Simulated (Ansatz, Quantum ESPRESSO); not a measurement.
# Li(100), 5 layers, one monolayer of Na on hollow sites: vacuum level and surface dipole, part 4 of 5

How much energy does it take to lift an electron out of Li(100), 5 layers, one monolayer of Na on hollow sites, and how far do the settings matter?

Quantum ESPRESSO 7.5; plane-wave DFT, PBE, GBRV ultrasoft pseudopotentials; geometry and cross-check by Ansatz 0.2.0 with PAW datasets.

So far. Step 8 (Ground state: open boundaries by the effective …): The upper level is 2.728 eV against 2.734 eV from the periodic run.

## 9. Self-consistent run: rev-vdW-DF2, GBRV ultrasoft

Next, another level on the same atoms.

Level of this step: plane-wave DFT, rev-vdW-DF2, GBRV ultrasoft pseudopotentials made under PBE (Quantum ESPRESSO 7.5). input_dft overrides the functional of the files.

gbrv-vdw-df2-b86r.in

```
&control
  prefix = 'gbrv-vdw-df2-b86r'
  outdir = './out'
  pseudo_dir = './pseudo'
  calculation = 'scf'
  tprnfor = .true.
/
&system
  ibrav = 0
  nat = 6
  ntyp = 2
  ecutwfc = 40
  ecutrho = 200
  input_dft = 'vdw-df2-b86r'
  occupations = 'smearing'
  smearing = 'mv'
  degauss = 0.02
  assume_isolated = 'esm'
  esm_bc = 'bc1'
/
&electrons
  conv_thr = 1e-07
  mixing_beta = 0.4
  electron_maxstep = 120
  mixing_mode = 'local-TF'
/
ATOMIC_SPECIES
  Li  6.9400  li_pbe_v1.4.uspp.F.UPF
  Na  22.9898  na_pbe_v1.5.uspp.F.UPF
CELL_PARAMETERS angstrom
  3.49000000000000 0.00000000000000 0.00000000000000
  0.00000000000000 3.49000000000000 0.00000000000000
  0.00000000000000 0.00000000000000 25.98000000000000
ATOMIC_POSITIONS crystal
  Li  0.000000000000 0.000000000000 -0.176052099286
  Li  0.500000000000 0.500000000000 -0.108885047686
  Li  0.000000000000 0.000000000000 -0.041717996086
  Li  0.500000000000 0.500000000000 0.023028979405
  Li  0.000000000000 0.000000000000 0.089831327352
  Na  0.500000000000 0.500000000000 0.176052099286
K_POINTS automatic
  8 8 1 0 0 0
```

On the command line:

```
$ OMP_NUM_THREADS=1 mpirun -n 2 pw.x -nk 2 -in gbrv-vdw-df2-b86r.in > gbrv-vdw-df2-b86r.out
```

The program printed:

```text
[banner, memory and clock lines left out]
Program PWSCF v.7.5 starts
[citation notice left out]

[...]
Message from routine setup:
[...]
bravais-lattice index     =            0
     lattice parameter (alat)  =       6.5951  a.u.
     unit-cell volume          =    2135.4362 (a.u.)^3
     number of atoms/cell      =            6
     number of atomic types    =            2
     number of electrons       =        24.00
     number of Kohn-Sham states=           16
     kinetic-energy cutoff     =      40.0000  Ry
     charge density cutoff     =     200.0000  Ry
     scf convergence threshold =      1.0E-07
     mixing beta               =       0.4000
     number of iterations used =            8  local-TF  mixing
     Exchange-correlation= VDW-DF2-B86R
                           (   1   4  26   0   2   0   0)

     Effective Screening Medium Method
     Boundary Conditions: Vacuum-Slab-Vacuum
     total charge in unit cell        =   0.0000
     grid points for fit at edges     =        4

[...]
PseudoPot. # 1 for Li read from file:
     ./pseudo/li_pbe_v1.4.uspp.F.UPF
     Pseudo is Ultrasoft, Zval =  3.0
     Generated by new atomic code, or converted to UPF format
     Using radial grid of  751 points,  5 beta functions with:
                l(1) =   0
                l(2) =   0
                l(3) =   0
                l(4) =   1
                l(5) =   1
     Q(r) pseudized with 10 coefficients,  rinner =    1.150   1.150   1.150

     PseudoPot. # 2 for Na read from file:
     ./pseudo/na_pbe_v1.5.uspp.F.UPF
     Pseudo is Ultrasoft, Zval =  9.0
     Generated by new atomic code, or converted to UPF format
     Using radial grid of  819 points,  5 beta functions with:
                l(1) =   0
                l(2) =   0
                l(3) =   1
                l(4) =   1
                l(5) =   2
     Q(r) pseudized with  8 coefficients,  rinner =    1.250   1.250   1.250
                                                       1.250   1.250

     atomic species   valence    mass     pseudopotential
     Li                3.00     6.94000     Li( 1.00)
     Na                9.00    22.98980     Na( 1.00)

      8 Sym. Ops. (no inversion) found

[...]
number of k points=    15  Marzari-Vanderbilt smearing, width (Ry)=  0.0200
[...]
Dense  grid:   101765 G-vectors     FFT dimensions: (  30,  30, 225)

     Smooth grid:    73037 G-vectors     FFT dimensions: (  27,  27, 200)

     Initial potential from superposition of free atoms

     starting charge      21.7400, renormalised to      24.0000

     negative rho (up, down):  3.752E-04 0.000E+00

     %%%%%%%%%%%%%%%%%%%%%%%%%%%%%%%%%%%%%%%%%%%%%%%%%%%%%%%%%%%%%%%%%%%%%%%%
     %                                                                      %
     % You are using vdW-DF, which was implemented by the Thonhauser group. %
     % possible and the two reviews that describe the various versions:     %
     %                                                                      %
     %                                                                      %
     % If you are calculating stress with vdW-DF, please also cite:         %
     %                                                                      %
     %                                                                      %
     %%%%%%%%%%%%%%%%%%%%%%%%%%%%%%%%%%%%%%%%%%%%%%%%%%%%%%%%%%%%%%%%%%%%%%%%

     %%%%%%%%%%%%%%%%%%%%%%%%%%%%%%%%%%%%%%%%%%%%%%%%%%%%%%%%%%%%%%%%%%%%%%%%
     %                                                                      %
     %  vdW-DF NEWS:                                                        %
     %                                                                      %
     %  * vdW-DF3 is now available. DOI: 10.1021/acs.jctc.0c00471           %
     %    use with input_dft = 'vdW-DF3-opt1' or 'vdW-DF3-opt2'             %
     %                                                                      %
     %  * Unscreened and range-separated hybrid vdW-DF-cx functionals       %
     %    DOI: 10.1063/1.4986522 and 10.1088/1361-648X/ac2ad2               %
     %    use with input_dft = 'vdW-DF-cx0'    and 'vdW-DF-ahcx'            %
     %  * Unscreened and range-separated hybrid vdW-DF2-b86r functionals    %
     %    DOI: 10.1063/1.4986522 and DOI: 10.1103/PhysRevX.12.041003        %
     %    use with input_dft = 'vdW-DF2-br0' and 'vdW-DF2-ahbr'             %
     %                                                                      %
     %%%%%%%%%%%%%%%%%%%%%%%%%%%%%%%%%%%%%%%%%%%%%%%%%%%%%%%%%%%%%%%%%%%%%%%%

     Starting wfcs are   30 randomized atomic wfcs

     per-process dynamical memory:    81.2 Mb

     Self-consistent Calculation

     iteration #  1     ecut=    40.00 Ry     beta= 0.40
     Davidson diagonalization with overlap
     c_bands:  4 eigenvalues not converged
     c_bands:  1 eigenvalues not converged
     c_bands:  2 eigenvalues not converged
     c_bands:  4 eigenvalues not converged
     c_bands:  5 eigenvalues not converged
     c_bands:  4 eigenvalues not converged
     c_bands:  3 eigenvalues not converged
     ethr =  1.00E-02,  avg # of iterations = 22.3

     negative rho (up, down):  1.734E-01 0.000E+00

     total energy              =    -173.69769077 Ry
     estimated scf accuracy    <     373.41034058 Ry

     iteration #  2     ecut=    40.00 Ry     beta= 0.40
[...]
negative rho (up, down):  3.548E-01 0.000E+00

[...]
total energy              =    -131.78589609 Ry
     estimated scf accuracy    <     324.64210780 Ry

     iteration #  3     ecut=    40.00 Ry     beta= 0.40
[...]
c_bands:  2 eigenvalues not converged
     c_bands:  1 eigenvalues not converged
[...]
negative rho (up, down):  1.646E-01 0.000E+00

[...]
total energy              =    -171.70144622 Ry
     estimated scf accuracy    <      26.50693860 Ry

     iteration #  4     ecut=    40.00 Ry     beta= 0.40
[...]
negative rho (up, down):  6.643E-02 0.000E+00

[...]
total energy              =    -170.75764995 Ry
     estimated scf accuracy    <      16.78766621 Ry

     iteration #  5     ecut=    40.00 Ry     beta= 0.40
[...]
negative rho (up, down):  2.148E-01 0.000E+00

[...]
total energy              =    -179.93330838 Ry
     estimated scf accuracy    <     187.72953098 Ry

     iteration #  6     ecut=    40.00 Ry     beta= 0.40
[...]
c_bands:  2 eigenvalues not converged
     c_bands:  1 eigenvalues not converged
     c_bands:  4 eigenvalues not converged
     c_bands:  2 eigenvalues not converged
     c_bands:  4 eigenvalues not converged
[...]
negative rho (up, down):  2.311E-01 0.000E+00

[...]
total energy              =    -189.81681814 Ry
     estimated scf accuracy    <     215.68969148 Ry

[...]
iteration # 73     ecut=    40.00 Ry     beta= 0.40
[...]
c_bands:  1 eigenvalues not converged
     c_bands:  1 eigenvalues not converged
     c_bands:  1 eigenvalues not converged
     c_bands:  1 eigenvalues not converged
     c_bands:  1 eigenvalues not converged
[...]
negative rho (up, down):  1.536E-04 0.000E+00

[...]
total energy              =    -167.67044616 Ry
     estimated scf accuracy    <       0.00000310 Ry

     iteration # 74     ecut=    40.00 Ry     beta= 0.40
[...]
c_bands:  2 eigenvalues not converged
     c_bands:  1 eigenvalues not converged
     c_bands:  1 eigenvalues not converged
     c_bands:  1 eigenvalues not converged
[...]
negative rho (up, down):  1.401E-04 0.000E+00

[...]
total energy              =    -167.67043790 Ry
     estimated scf accuracy    <       0.00000135 Ry

     iteration # 75     ecut=    40.00 Ry     beta= 0.40
[...]
c_bands:  1 eigenvalues not converged
     c_bands:  2 eigenvalues not converged
[...]
negative rho (up, down):  7.507E-05 0.000E+00

[...]
total energy              =    -167.67041715 Ry
     estimated scf accuracy    <       0.00000014 Ry

     iteration # 76     ecut=    40.00 Ry     beta= 0.40
[...]
c_bands:  2 eigenvalues not converged
     c_bands:  2 eigenvalues not converged
     c_bands:  1 eigenvalues not converged
     c_bands:  1 eigenvalues not converged
[...]
negative rho (up, down):  1.189E-05 0.000E+00

[...]
End of self-consistent calculation

          k = 0.0000 0.0000 0.0000 (  9163 PWs)   bands (ev):

   -56.0460 -50.2257 -49.7711 -49.5049 -49.4921 -49.4766 -27.9837 -27.9652
   -27.9652  -6.3176  -5.8177  -5.0103  -3.8751  -2.7329  -1.7396  -0.6919

          k = 0.0000 0.1250 0.0000 (  9165 PWs)   bands (ev):

   -56.0458 -50.2255 -49.7709 -49.5041 -49.4921 -49.4769 -27.9832 -27.9708
   -27.9647  -6.1679  -5.6567  -4.8496  -3.7201  -2.5768  -1.5818  -0.5299

[...]
the Fermi energy is    -2.9543 ev

!    total energy              =    -167.67040914 Ry
     estimated scf accuracy    <       0.00000009 Ry
     smearing contrib. (-TS)   =       0.00020318 Ry
     internal energy E=F+TS    =    -167.67061232 Ry

     The total energy is F=E-TS. E is the sum of the following terms:
     one-electron contribution =    1075.65430263 Ry
     hartree contribution      =    -547.32526453 Ry
     xc contribution           =     -31.08033921 Ry
     ewald contribution        =    -664.91931120 Ry

     convergence has been achieved in  76 iterations

     Forces acting on atoms (cartesian axes, Ry/au):

     atom    1 type  1   force =     0.00000000    0.00000000   -0.00091634
     atom    2 type  1   force =     0.00000000    0.00000000    0.00175024
     atom    3 type  1   force =     0.00000000    0.00000000   -0.00097952
     atom    4 type  1   force =     0.00000000    0.00000000    0.00015924
     atom    5 type  1   force =     0.00000000    0.00000000   -0.00039030
     atom    6 type  2   force =     0.00000000    0.00000000    0.00051694

     Total force =     0.002304     Total SCF correction =     0.000500
     SCF correction compared to forces is large: reduce conv_thr to get better values

[...]
```

It took 4 min on 2 MPI ranks of Arm Neoverse V2, shared host; peak memory 0.54 GiB; 7.9 min of CPU time.

Numbers from this step:

| Item | Value |
| --- | --- |
| free energy | -2281.2721 eV |
| Fermi energy | -2.954 eV |
| vacuum line at the lower end of the cell, over the Fermi level | 3.073 eV |
| vacuum line at the upper end of the cell, over the Fermi level | 2.835 eV |

Electrostatic potential energy of an electron; zero at the Fermi level. Potential energy, planar mean against z:

```tsv
z (Å)	potential energy, planar mean (eV)
-12.5	3.07
-12.0	3.07
-11.5	3.07
-11.0	3.07
-10.5	3.07
-10.0	3.07
-9.5	3.07
-9.0	3.07
-8.5	3.07
-8.0	3.05
-7.5	3.02
-7.0	2.94
-6.5	2.75
-6.0	2.32
-5.5	1.38
-5.0	-0.493
-4.5	-1.24
-4.0	0.00929
-3.5	0.409
-3.0	-0.803
-2.5	-0.539
-2.0	0.651
-1.5	-0.309
-1.0	-0.914
-0.5	0.111
0.0	0.188
0.5	-0.847
1.0	-0.297
1.5	0.637
2.0	-0.627
2.5	-0.879
3.0	0.630
3.5	0.977
4.0	4.73
4.5	24.2
5.0	11.7
5.5	0.616
6.0	1.81
6.5	2.37
7.0	2.64
7.5	2.75
8.0	2.80
8.5	2.82
9.0	2.83
9.5	2.83
10.0	2.83
10.5	2.83
11.0	2.84
11.5	2.84
12.0	2.84
12.5	2.84
```

The upper face goes from 2.728 eV (PBE, GBRV) to 2.835 eV, a change of +0.108 eV.

## 10. Self-consistent run: RPBE, GBRV ultrasoft

Level of this step: plane-wave DFT, RPBE, GBRV ultrasoft pseudopotentials made under PBE (Quantum ESPRESSO 7.5). input_dft overrides the functional of the files.

gbrv-rpbe.in is the input of step 9 with these lines changed:

```diff
@@ -1,3 +1,3 @@
 &control
-  prefix = 'gbrv-vdw-df2-b86r'
+  prefix = 'gbrv-rpbe'
   outdir = './out'
@@ -13,3 +13,3 @@
   ecutrho = 200
-  input_dft = 'vdw-df2-b86r'
+  input_dft = 'rpbe'
   occupations = 'smearing'
```

On the command line:

```
$ OMP_NUM_THREADS=1 mpirun -n 2 pw.x -nk 2 -in gbrv-rpbe.in > gbrv-rpbe.out
```

The program printed:

```text
[banner, memory and clock lines left out]
Program PWSCF v.7.5 starts
[citation notice left out]

[...]
Message from routine setup:
[...]
bravais-lattice index     =            0
     lattice parameter (alat)  =       6.5951  a.u.
     unit-cell volume          =    2135.4362 (a.u.)^3
     number of atoms/cell      =            6
     number of atomic types    =            2
     number of electrons       =        24.00
     number of Kohn-Sham states=           16
     kinetic-energy cutoff     =      40.0000  Ry
     charge density cutoff     =     200.0000  Ry
     scf convergence threshold =      1.0E-07
     mixing beta               =       0.4000
     number of iterations used =            8  local-TF  mixing
     Exchange-correlation= RPBE
                           (   1   4  44   4   0   0   0)

     Effective Screening Medium Method
     Boundary Conditions: Vacuum-Slab-Vacuum
     total charge in unit cell        =   0.0000
     grid points for fit at edges     =        4

[...]
PseudoPot. # 1 for Li read from file:
     ./pseudo/li_pbe_v1.4.uspp.F.UPF
     Pseudo is Ultrasoft, Zval =  3.0
     Generated by new atomic code, or converted to UPF format
     Using radial grid of  751 points,  5 beta functions with:
                l(1) =   0
                l(2) =   0
                l(3) =   0
                l(4) =   1
                l(5) =   1
     Q(r) pseudized with 10 coefficients,  rinner =    1.150   1.150   1.150

     PseudoPot. # 2 for Na read from file:
     ./pseudo/na_pbe_v1.5.uspp.F.UPF
     Pseudo is Ultrasoft, Zval =  9.0
     Generated by new atomic code, or converted to UPF format
     Using radial grid of  819 points,  5 beta functions with:
                l(1) =   0
                l(2) =   0
                l(3) =   1
                l(4) =   1
                l(5) =   2
     Q(r) pseudized with  8 coefficients,  rinner =    1.250   1.250   1.250
                                                       1.250   1.250

     atomic species   valence    mass     pseudopotential
     Li                3.00     6.94000     Li( 1.00)
     Na                9.00    22.98980     Na( 1.00)

      8 Sym. Ops. (no inversion) found

[...]
number of k points=    15  Marzari-Vanderbilt smearing, width (Ry)=  0.0200
[...]
Dense  grid:   101765 G-vectors     FFT dimensions: (  30,  30, 225)

     Smooth grid:    73037 G-vectors     FFT dimensions: (  27,  27, 200)

     Initial potential from superposition of free atoms

     starting charge      21.7400, renormalised to      24.0000

     negative rho (up, down):  3.752E-04 0.000E+00
     Starting wfcs are   30 randomized atomic wfcs

     per-process dynamical memory:    81.2 Mb

     Self-consistent Calculation

     iteration #  1     ecut=    40.00 Ry     beta= 0.40
     Davidson diagonalization with overlap
     c_bands:  4 eigenvalues not converged
     c_bands:  3 eigenvalues not converged
     c_bands:  4 eigenvalues not converged
     c_bands:  5 eigenvalues not converged
     c_bands:  5 eigenvalues not converged
     c_bands:  5 eigenvalues not converged
     c_bands:  3 eigenvalues not converged
     ethr =  1.00E-02,  avg # of iterations = 20.9

     negative rho (up, down):  1.581E-01 0.000E+00

     total energy              =    -175.14173764 Ry
     estimated scf accuracy    <     374.87157912 Ry

     iteration #  2     ecut=    40.00 Ry     beta= 0.40
[...]
negative rho (up, down):  3.633E-01 0.000E+00

[...]
total energy              =    -123.62717087 Ry
     estimated scf accuracy    <     323.23361490 Ry

     iteration #  3     ecut=    40.00 Ry     beta= 0.40
[...]
c_bands:  1 eigenvalues not converged
     c_bands:  1 eigenvalues not converged
[...]
negative rho (up, down):  1.535E-01 0.000E+00

[...]
total energy              =    -171.88156756 Ry
     estimated scf accuracy    <      30.66832696 Ry

     iteration #  4     ecut=    40.00 Ry     beta= 0.40
[...]
negative rho (up, down):  4.591E-02 0.000E+00

[...]
total energy              =    -171.22396362 Ry
     estimated scf accuracy    <      16.04417119 Ry

     iteration #  5     ecut=    40.00 Ry     beta= 0.40
[...]
negative rho (up, down):  2.518E-01 0.000E+00

[...]
total energy              =    -186.46794791 Ry
     estimated scf accuracy    <     176.43240524 Ry

     iteration #  6     ecut=    40.00 Ry     beta= 0.40
[...]
c_bands:  3 eigenvalues not converged
     c_bands:  3 eigenvalues not converged
     c_bands:  3 eigenvalues not converged
     c_bands:  4 eigenvalues not converged
[...]
negative rho (up, down):  2.379E-01 0.000E+00

[...]
total energy              =    -197.93635113 Ry
     estimated scf accuracy    <     283.04657409 Ry

[...]
iteration # 88     ecut=    40.00 Ry     beta= 0.40
[...]
c_bands:  1 eigenvalues not converged
[...]
negative rho (up, down):  3.384E-05 0.000E+00

[...]
total energy              =    -168.02844371 Ry
     estimated scf accuracy    <       0.00000073 Ry

     iteration # 89     ecut=    40.00 Ry     beta= 0.40
[...]
negative rho (up, down):  4.132E-06 0.000E+00

[...]
total energy              =    -168.02843726 Ry
     estimated scf accuracy    <       0.00000028 Ry

     iteration # 90     ecut=    40.00 Ry     beta= 0.40
[...]
negative rho (up, down):  1.205E-05 0.000E+00

[...]
total energy              =    -168.02843793 Ry
     estimated scf accuracy    <       0.00000011 Ry

     iteration # 91     ecut=    40.00 Ry     beta= 0.40
[...]
negative rho (up, down):  1.262E-05 0.000E+00

[...]
End of self-consistent calculation

          k = 0.0000 0.0000 0.0000 (  9163 PWs)   bands (ev):

   -55.9017 -50.3583 -49.9069 -49.6534 -49.6344 -49.6297 -27.8079 -27.7876
   -27.7876  -6.2008  -5.6878  -4.8730  -3.7352  -2.5778  -1.5302  -0.4891

          k = 0.0000 0.1250 0.0000 (  9165 PWs)   bands (ev):

   -55.9015 -50.3581 -49.9067 -49.6526 -49.6343 -49.6302 -27.8073 -27.7931
   -27.7871  -6.0504  -5.5267  -4.7116  -3.5796  -2.4221  -1.3741  -0.3200

[...]
the Fermi energy is    -2.8122 ev

!    total energy              =    -168.02843919 Ry
     estimated scf accuracy    <       0.00000003 Ry
     smearing contrib. (-TS)   =       0.00021462 Ry
     internal energy E=F+TS    =    -168.02865381 Ry

     The total energy is F=E-TS. E is the sum of the following terms:
     one-electron contribution =    1075.32745875 Ry
     hartree contribution      =    -546.90951366 Ry
     xc contribution           =     -31.52728769 Ry
     ewald contribution        =    -664.91931120 Ry

     convergence has been achieved in  91 iterations

     Forces acting on atoms (cartesian axes, Ry/au):

     atom    1 type  1   force =     0.00000000    0.00000000   -0.00184786
     atom    2 type  1   force =     0.00000000    0.00000000    0.00138844
     atom    3 type  1   force =     0.00000000    0.00000000   -0.00123944
     atom    4 type  1   force =     0.00000000    0.00000000    0.00031879
     atom    5 type  1   force =     0.00000000    0.00000000   -0.00077304
     atom    6 type  2   force =     0.00000000    0.00000000    0.00197727

     Total force =     0.003389     Total SCF correction =     0.000210

[...]
```

Elapsed: 3.7 min, on 2 MPI ranks; peak memory 0.42 GiB.

Read from the output:

- free energy: -2286.1434 eV
- Fermi energy: -2.812 eV
- vacuum line at the lower end of the cell, over the Fermi level: 2.966 eV
- vacuum line at the upper end of the cell, over the Fermi level: 2.659 eV

Electrostatic potential energy of an electron; zero at the Fermi level. Table of potential energy, planar mean by z:

```tsv
z (Å)	potential energy, planar mean (eV)
-12	2.97
-11	2.97
-10	2.97
-9	2.96
-8	2.95
-7	2.85
-6	2.28
-5	-0.490
-4	-0.00766
-3	-0.831
-2	0.603
-1	-0.964
0	0.125
1	-0.359
2	-0.672
3	0.576
4	4.62
5	11.6
6	1.66
7	2.47
8	2.63
9	2.65
10	2.66
11	2.66
12	2.66
```

The upper face goes from 2.728 eV (PBE, GBRV) to 2.659 eV, a change of -0.069 eV.

[end of part 4 of 5]

[Logs are printed without paths, hosts, clocks, repeated set-up lines and the standing remarks that a program may print on its own settings, such as how far it seeks lower states.]

[Hosts, paths, dates, database ids (printed as entryN), source tags and the programs' standing remarks are cut or masked in the printed files.]

[Maps of the electrostatic potential energy from Ansatz leave out the sawtooth potential of an applied field or a dipole correction, so their vacuum need not be flat; planar profiles and work functions include it.]
